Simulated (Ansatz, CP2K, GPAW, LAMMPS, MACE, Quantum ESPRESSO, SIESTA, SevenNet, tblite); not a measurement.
# Glassy 38BaO-62TiO2 (mol %) (110 atoms): other programs against plane waves

Aim: forces, pressure and gap of glassy 38BaO-62TiO2 (mol %) (110 atoms) at one geometry, from other programs and methods, against plane-wave PBE.

Results are calculated, not measured.

### Step 1. The structure

The cell holds 110 atoms (16 Ba, 26 Ti and 68 O), with edges of 11.96, 11.96 and 11.96 Å. Recipe: 110 atoms (16 Ba, 26 Ti, 68 O) placed at random at 4.67 g/cm³, melted at 4000 K for 10 ps at fixed volume with the Morse and Coulomb pair potential with partial charges (Pedone, Malavasi, Menziani, Cormack and Segre, J. Phys. Chem. B 110, 11780 (2006)). Quenched from 4000 K to 300 K at 20 K/ps and fixed volume, held 10 ps at zero pressure, then minimised at fixed cell. The density is 4.39 g/cm³.

### Step 2. The reference input

Quantum ESPRESSO 7.5: Kohn-Sham DFT, PBE, SSSP efficiency 1.3.0 pseudopotentials, plane waves. Its input, pw.in:

```
&control
  calculation = 'scf'
  pseudo_dir = './pseudo'
  outdir = './tmp'
  disk_io = 'none'
  tprnfor = .true.
  tstress = .true.
/
&system
  ibrav = 0
  nat = 110
  ntyp = 3
  ecutwfc = 60
  ecutrho = 480
  nosym = .true.
  occupations = 'smearing'
  smearing = 'fd'
  degauss = 0.003675
/
&electrons
  conv_thr = 5.5e-07
  electron_maxstep = 100
  mixing_beta = 0.4
  mixing_mode = 'plain'
  diagonalization = 'david'
/
ATOMIC_SPECIES
Ba 137.327 Ba.upf
Ti 47.867 Ti.upf
O 15.999 O.upf
CELL_PARAMETERS angstrom
11.96473 0.00000 0.00000
0.00000 11.96473 0.00000
0.00000 0.00000 11.96473
ATOMIC_POSITIONS crystal
Ba 0.74642 0.93633 0.84249
Ba 0.88062 0.42961 0.18260
Ba 0.20468 0.51721 0.08531
Ba 0.11196 0.78701 0.25189
[... 104 atom lines left out ...]
O 0.90342 0.10762 0.42978
O 0.25760 0.92717 0.70298
K_POINTS gamma
```

```console
$ OMP_NUM_THREADS=1 pw.x -in pw.in > output.txt
```

Elapsed: 36 min, on 1 thread of Arm Neoverse V2, shared host; peak memory 5.7 GiB.

It converged with an r.m.s. force component of 0.77 eV/Å and a pressure of 4.1 GPa.

Its highest filled and lowest empty levels lie 2.50 eV apart on its k-points.

### Step 3. The other programs

- CP2K 2026.2: Gaussian basis with GTH pseudopotentials and a plane-wave density; labels give functional, basis (MOLOPT sets; SR short-range, UZH the newer set with its own potentials), grid cutoff/relative cutoff and solver (OT: orbital transformation; TRS4, TC2, SIGN: linear-scaling purification with its sparsity filter), or its built-in tight binding.
- GPAW 26.7.0: PAW with atomic orbitals (LCAO), plane waves or a real-space grid of spacing h.
- MACE: machine-learned potential, published weights.
- SIESTA 5.4.2: numerical atomic orbitals, whose automatically made sets are far from complete, with PseudoDojo norm-conserving potentials that we converted to its format (checked against plane waves on the same files for H, C, O, Si, Ge and Ca alone); labels give functional, basis size, energy shift and mesh cutoff.
- SevenNet: machine-learned potential, published weights.

All use the same cell and atoms, and the electronic-structure runs the same k-mesh.

### Step 4. All runs compared

Differences are against the reference: forces as r.m.s. over components, share as that over the reference's r.m.s. force, slope as the fitted ratio of a run's forces to the reference's.

```
                                                 run  Δ force, r.m.s. (meV/Å)  share (%)  slope  Δ pressure (GPa)  Δ gap (eV)  cores  CPU time  memory (GiB)
                                           reference                        -          -      -                 -           -      1    36 min           5.7
CP2K PBE, DZVP-MOLOPT-SR, 800/50 Ry, diagonalisation                     58.4       7.61  1.044              1.05     -0.0624      2   8.6 min           8.4
                        GPAW PBE, LCAO dzp, h 0.18 Å                      177       23.0  1.177                 -     -0.0936      2    19 min           4.1
                         MACE MP-0b2 small potential                      114       14.9  0.993              1.05           -      1     5.7 s          0.67
                        MACE MP-0b3 medium potential                      104       13.5  1.018              1.09           -      1     7.6 s           1.1
         SIESTA PBE, DZP, shift 0.01 Ry, mesh 500 Ry                      239       31.1  1.131             0.850      -0.501      4   7.6 min           3.0
SIESTA PBE, SZP, shift 0.01 Ry, mesh 500 Ry (coarse)                      364       47.5  1.073              2.60      -0.708      2   6.2 min           2.4
                                SevenNet 0 potential                      109       14.1  1.013              1.22           -      1     6.6 s             1
```

Rows marked coarse use a setting chosen to be so.

Times of the machine-learned potentials are mostly Python's start and the loading of weights.

CPU time is summed over cores on shared hosts, so it is rough.

### Step 5. Findings

Forces lie from 7.6 % (CP2K PBE, DZVP-MOLOPT-SR, 800/50 Ry, diagonalisation) to 47 % (SIESTA PBE, SZP, shift 0.01 Ry, mesh 500 Ry, coarse) of the reference's r.m.s. force of 0.77 eV/Å away from it. The PBE runs in local orbitals, coarse settings apart, differ by 7.6 % (CP2K PBE, DZVP-MOLOPT-SR, 800/50 Ry, diagonalisation) to 31 % (SIESTA PBE, DZP, shift 0.01 Ry, mesh 500 Ry); basis, grid and potentials can all enter. Machine-learned potentials differ by 14 % (MACE MP-0b3 medium potential) to 15 % (MACE MP-0b2 small potential); they were trained on other programs' data. Runs with settings chosen to be coarse differ by 47 % (SIESTA PBE, SZP, shift 0.01 Ry, mesh 500 Ry), their programs' other errors included.

GPAW PBE, LCAO dzp, h 0.18 Å stiffens the forces by a factor of 1.18 while following their directions (correlation 0.992). Pressures at PBE, coarse settings apart, lie +0.85 to +1.05 GPa from the reference's. Gaps at PBE, coarse settings apart, lie -0.50 to -0.06 eV from the reference's.

Caveats: The reference's pressure holds the uncorrected Pulay stress of its 60 Ry basis, so small pressure differences, may be the reference's own error. Machine-learned potentials mimic data converged in k, so the reference's own k-point error enters their differences. The quench rate of 20 K/ps is many orders above laboratory rates, so the cell is likely richer in defects and strain than a real sample. The network of bonds at the start is that of the classical potential that made the cell, and needn't be the one that DFT or experiment would give. The electronic-structure runs sample only Γ, in a cell whose shortest periodic width is 12 Å. Spin–orbit coupling is left out, which matters for the levels of the heavy elements. The reference's pressure of 4.1 GPa reflects the volume that the recipe set, positions that aren't this level's minimum and the basis. The reference has no spin polarisation, so local moments can't form. Where levels are smeared, the DFT runs use Fermi–Dirac occupations at 580 K (0.05 eV), and energies are free energies. The reference's cutoffs and mesh weren't converged further here.

[Long decimals in the printed logs are rounded to 6 places.]

[Logs are printed without paths, hosts, clocks, repeated set-up lines and the standing remarks that a program may print on its own settings, such as how far it seeks lower states.]

[Hosts, paths, dates, database ids (printed as entryN), source tags and the programs' standing remarks are cut or masked in the printed files.]

[Only finished runs are shown, without SIESTA runs on faulty potentials for Cu, Fe, Ni or Zn; cells were taken only where this reference lay near another plane-wave run.]
